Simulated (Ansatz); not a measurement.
# A hypothetical structure for Zn3Pb, part 2 of 2

Starting from a made-up structure for Zn3Pb, the aim is the relaxed cell, its shortest contacts and, where a second run follows, its electronic structure.

Ansatz 0.2.0; DFT, r2SCAN, plane-wave PAW, files of the set soft_1, scalar-relativistic, no spin, cell and ions relaxed at zero pressure; PAW set soft_1 (the session's first sound run).

So far: The starting structure; Relaxation of the guess. The relaxed cell has a = 6.635, c = 4.162 Å (conventional setting).

### 3. Electronic structure of the relaxed cell

With the geometry fixed, one more self-consistent run, with a narrower smearing and the mesh shown in its input, gives the bands, and its pressure, and its forces where symmetry allows any, show how far the geometry depends on these settings.

This step: DFT, r2SCAN, plane-wave PAW, files of the set soft_1, scalar-relativistic, no spin, bands and density of states at the relaxed cell; PAW set soft_1 (Ansatz 0.2.0).

Input file input.yaml:

```yaml
crystal:
  lattice:
    - [6.6348466573, 0.0, 0.0]
    - [-3.3174233287, 5.7459457555, 0.0]
    - [0.0, 0.0, 4.1622758633]
  atoms:
    - { symbol: Pb, position: [0.3333333333, 0.6666666667, 0.75] }
    - { symbol: Pb, position: [0.6666666667, 0.3333333333, 0.25] }
    - { symbol: Zn, position: [0.1379268966, 0.2758537932, 0.25] }
    - { symbol: Zn, position: [0.1379268966, 0.8620731034, 0.25] }
    - { symbol: Zn, position: [0.7241462068, 0.8620731034, 0.25] }
    - { symbol: Zn, position: [0.8620731034, 0.7241462068, 0.75] }
    - { symbol: Zn, position: [0.8620731034, 0.1379268966, 0.75] }
    - { symbol: Zn, position: [0.2758537932, 0.1379268966, 0.75] }
kpoints:
  mp_grid: { grid: [6, 6, 8] }
  band_path:
    path:
      - [[0.0, 0.0, 0.0], [0.5, 0.0, 0.0], [0.33333333, 0.33333333, 0.0], [0.0, 0.0, 0.0], [0.0, 0.0, 0.5], [0.5, 0.0, 0.5], [0.33333333, 0.33333333, 0.5], [0.0, 0.0, 0.5]]
      - [[0.5, 0.0, 0.5], [0.5, 0.0, 0.0]]
      - [[0.33333333, 0.33333333, 0.0], [0.33333333, 0.33333333, 0.5]]
    npoints: 8
scf:
  occupations: { method: fermi_dirac, width: 0.03 }
  n_extra_bands: 12
hamiltonian:
  xc: r2scan
  pseudopotentials: { kind: paw, azcp: { folder: soft_1 } }
output:
  forces: true
  stress: true
  write_bands: true
  dos: { projected: true }
  write_density: true
  write_potential: true
  elf: true
  volumetric_format: npy
```

On the command line:

```bash
> ansatz run input.yaml --threads 4 --pin off --max-ram 10240MiB --backend cpu --events-out ev --progress --plain --runs-dir out
```

Numbers of over 12 decimals in the logs are rounded to 6 here.

Output:

```text
[...]
Crystal: 8 atoms, lattice volume = 158.680 Å³
Basis set: ecut = 500 eV, 4023 PW (Γ), exchange–correlation on 200×200×128 points (64 copies of the dense FFT grid, shifted against one another)
Bands: 62, of which v1, the nominal top of the filled ones, is band 50 counted from 1 (49 counted from 0)
Symmetry: 24 space group operations
[...]
k-points: 35 of 288
[...]
SCF iter   1: F=—  HF=-43800.633312 eV  |F-HF|=—  |Δ(HF+E_count)|=         —  Δρ=4.68e-2  dr2=8.95e0  dr2_τ=3.65e-2  ethr=3.10e-3  ⟨swp⟩=9.9  Hψ=11844  notcnv=0  defer=21
[...]
SCF iter  10: F=-43798.502455 eV  HF=-43798.502455 eV  |F-HF|=6.36e-8  |Δ(HF+E_count)|=   5.61e-7  Δρ=7.11e-6  dr2=8.32e-8  dr2_τ=8.83e-10  ethr=1.00e-10  ⟨swp⟩=17.9  Hψ=19250  notcnv=0
SCF 1 converged in 10 iterations: F = -43798.502455 eV  dr2 = 8.32e-8
[...]
NSCF: frozen V_eff on 75 k-points
SCF converged after 10 iterations
Free energy (F): -43798.502455 eV
[...]
Internal energy: -43798.493428 eV  (E = F + TS)
E sigma→0 (E₀):  -43798.497942 eV
Entropy (-TS):   -0.009027 eV (-1.128 meV/atom)
Fermi energy:    10.318057 eV
[...]
--- Forces (eV/Å), atoms counted from 1 ---
  atom   1  Pb     0.00000000    -0.00000000     0.00000000
  atom   2  Pb    -0.00000000     0.00000000     0.00000000
  atom   3  Zn     0.00000000    -0.03821151     0.00000000
  atom   4  Zn    -0.03309214     0.01910576     0.00000000
  atom   5  Zn     0.03309214     0.01910576     0.00000000
  atom   6  Zn    -0.00000000     0.03821151     0.00000000
  atom   7  Zn     0.03309214    -0.01910576     0.00000000
  atom   8  Zn    -0.03309214    -0.01910576     0.00000000
  max |Σ_I F_I| component: 6.94e-18 eV/Å
--- Stress (GPa, compression-positive) ---
       -0.106229       0.000000       0.000000
        0.000000      -0.106229       0.000000
        0.000000       0.000000       0.520323
  P = ⅓ Tr σ = 0.1026 GPa (1.026 kbar)
--- Band table (eV; the first three rows and the last of 35) ---
  k-point 0: bands = [... 46 lower, 6.1627, 8.6704, 11.3522, 12.9524, 12.9603, 13.4654, 13.4654, 13.5967, ... 8 higher]
  k-point 1: bands = [... 46 lower, 6.3191, 7.5199, 11.0116, 12.0514, 12.1776, 12.1776, 12.8593, 13.2980, ... 8 higher]
  k-point 2: bands = [... 46 lower, 6.7638, 6.7638, 9.2366, 10.1368, 10.4290, 10.4290, 11.9514, 11.9514, ... 8 higher]
  k-point 34: bands = [... 46 lower, 8.4769, 8.4769, 8.8679, 8.8679, 10.5919, 10.5919, 12.8467, 12.8467, ... 8 higher]
```

Wall time 17 s (4 threads of AMD EPYC 7R13 (Zen 3), shared host); peak memory 1.3 GiB.

Reading the cycles: dr2 is the Hartree energy of the density residual (eV), the measure of convergence; HF is the Harris–Foulkes estimate of the energy, which meets the free energy F at convergence.

This step gave:

| Quantity | Value |
| --- | --- |
| free energy | -43798.5025 eV |
| energy at zero smearing | -43798.4979 eV |
| smearing term TS | 0.009027 eV |
| Fermi energy | 10.32 eV |
| pressure | 0.1026 GPa |

bands.tsv at the labelled points (eV, zero at the Fermi level; the bands that come nearest the Fermi level along the path):

```
point  band 46  band 47  band 48  band 49  band 50  band 51  band 52  band 53
    Γ    -4.16    -4.16    -1.65     1.03     2.63     2.64     3.15     3.15
    M    -1.66    -1.56    -0.40     0.18     0.25     0.32     0.99     1.76
    K    -2.43    -0.11     0.21     0.21     0.70     0.70     0.91     1.87
    Γ    -4.16    -4.16    -1.65     1.03     2.63     2.64     3.15     3.15
    A    -3.26    -3.26    -3.26    -2.70    -2.70    -1.09    -1.09    -1.09
    L    -4.19    -3.67    -3.67    -0.17    -0.17     1.00     1.00     1.31
    H    -5.10    -1.84    -1.84    -1.45    -1.45     0.27     0.27     2.53
    A    -3.26    -3.26    -3.26    -2.70    -2.70    -1.09    -1.09    -1.09
    L    -4.19    -3.67    -3.67    -0.17    -0.17     1.00     1.00     1.31
    M    -1.66    -1.56    -0.40     0.18     0.25     0.32     0.99     1.76
    K    -2.43    -0.11     0.21     0.21     0.70     0.70     0.91     1.87
    H    -5.10    -1.84    -1.84    -1.45    -1.45     0.27     0.27     2.53
```

States per cell as run, both spins, in windows of 1 eV, from dos.tsv (zero at the Fermi level):

```csv
from,to,total
-8,-7,38.99
-7,-6,1.00
-6,-5,1.79
-5,-4,2.19
-4,-3,2.19
-3,-2,2.50
-2,-1,2.64
-1,0,2.70
0,1,2.93
1,2,3.16
2,3,3.30
3,4,3.83
4,5,3.13
```

Below -8 eV lie 46.0 more states.

Valence density in the ab plane at fractional z = 0.250, with atoms of Pb and Zn within 0.2 Å of it. It is the smooth field of the valence electrons, not physical close to the nuclei.

Values in e/Å³, 10 rows by 16 columns, each cell a mean:
```
 0  2  9  6  1  0  0  0  0  0  1  6  8  2  0  0
 1 11 22  5  0  0  0  0  0  1  5 21 12  1  0  0
 1  1  1  0  0  0  0  0  0  0  1  1  0  0  0  0
 0  0  0  0  0  0  0  0  0  0  0  0  0  0  0  0
 0  0  0  0  0  0  0  0  0  0  0  0  0  0  0  0
 0  0  0  1  0  0  0  0  0  1  2  3  3  1  0  0
 0  3 13  7  1  0  0  0  1  3  7  6  3  1  0  0
 1 10 18  4  0  0  0  0  1  3  3  2  1  0  0  0
 1  1  1  0  0  0  0  0  0  0  0  0  0  0  0  0
 0  0  0  0  0  0  0  0  0  0  0  0  0  0  0  0
```
Columns run along a (6.6 Å), rows up along b (6.6 Å). Atoms in or near the plane, at fractional coordinates: Pb at (0.67, 0.33), Zn at (0.14, 0.28), Zn at (0.14, 0.86), Zn at (0.72, 0.86).

Electrostatic potential energy in the ab plane at fractional z = 0.250, with atoms of Pb and Zn within 0.2 Å of it. With pseudopotentials it is smooth inside the atoms' cores, unlike the true potential.

Values in eV, 10 rows by 16 columns, each cell a mean:
```
  5 -18 -42 -42 -16   7  12  13  13   9  -7 -34 -45 -28   1  10
-18 -51 -56 -35  -2  11  13  13  10  -5 -40 -58 -46 -13   8   8
 -9 -19 -10   5  11  13  13  12  10  -2 -17 -15   0  10  11   7
 10  11  12  13  13  13  13  13  12  11  10  11  11  12  11  11
 13  13  13  12  12  12  13  13  13  11   8   3   1   5   9  12
 12   9   2  -4   1   9  12  12   9  -4 -22 -29 -29 -11   7  12
  3 -24 -47 -45 -16   7  11   9  -8 -30 -26 -27 -28  -4   9  11
-19 -50 -53 -29   1  11  11   5 -17 -30 -28 -20  -2  10  11   8
 -5 -12  -4   7  11  12  11   8   3  -1   3   9  11  12  11   8
 10   9   5   1   4  10  11  12  12  12  11   8   3   2   8  10
```
Columns run along a (6.6 Å; values clipped at the 3rd and 97th percentile), rows up along b (6.6 Å). Atoms in or near the plane, at fractional coordinates: Pb at (0.67, 0.33), Zn at (0.14, 0.28), Zn at (0.14, 0.86), Zn at (0.72, 0.86).

ELF in the ab plane at fractional z = 0.250, with atoms of Pb and Zn within 0.2 Å of it. It is the smooth field of the valence electrons, not physical close to the nuclei.

Ten even steps from '_' (0.00) to '@' (0.43), each cell a mean:
```
++--::..::--====::::====--....--==++
==..____..====--::====--______::==++
--______::====----++==..____..--++==
::____::==++==--==++==..__..--==**==
--::--==++==----++++==--::--==****==
======++==------==++========++++++==
======------------========++++++====
--------====----::::--==++****++==--
::::==++++++++--::::==**##%%%%##++--
::==========++==::==##@@@@%%@@@@**--
====------======--##@@**::--%%@@**--
==--..__..--====++%%##..__::%%%%++==
--..____..======**@@++__..**%%**====
::______--==++++##@@##++##%%**++++==
--....--==++++++**@@@@@@%%**++++++==
==--==++****++++**##%%##++++++****==
====++++++++++==============++++++++
++++==----======::::--======--====++
```
Columns run along a (6.6 Å), rows up along b (6.6 Å). Atoms in or near the plane, at fractional coordinates: Pb at (0.67, 0.33), Zn at (0.14, 0.28), Zn at (0.14, 0.86), Zn at (0.72, 0.86).

### 4. Outcome

```json
{
 "space group, relaxed": "P6_3/mmc",
 "conventional cell": "a = 6.635, b = 6.635, c = 4.162 Å; α = 90.0°, β = 90.0°, γ = 120.0°",
 "volume per atom": "19.84 Å³ (guess 20.09)"
}
```

**Reading.** Zn3Pb relaxes to P6_3/mmc with a = 6.635, b = 6.635 and c = 4.162 Å. The guessed volume was near the relaxed one. The space group P6_3/mmc was held in the relaxation, so the end point is a stationary structure within it and may be a saddle against distortions or other arrangements. Bands cross the Fermi level, so it is a metal or semimetal at this level. On the 6×6×8 mesh with the narrower smearing (relaxed on 5×5×6) the largest force component is 0.038 eV/Å and the largest stress component is 0.520 GPa, against the relaxation's thresholds of 0.015 eV/Å and 0.05 GPa. The cutoff wasn't tested. A vector of the cell changed its length by 15 %, more than the volume shows. Spin-orbit coupling is left out, which can matter for elements this heavy. No dispersion term is used, so weakly bound directions may come out too long. Nothing here tests whether the compound is stable against decomposition.

[Logs are printed without paths, hosts, clocks, repeated set-up lines and the standing remarks that a program may print on its own settings, such as how far it seeks lower states.]

[Hosts, paths, dates, database ids (printed as entryN), source tags and the programs' standing remarks are cut or masked in the printed files.]
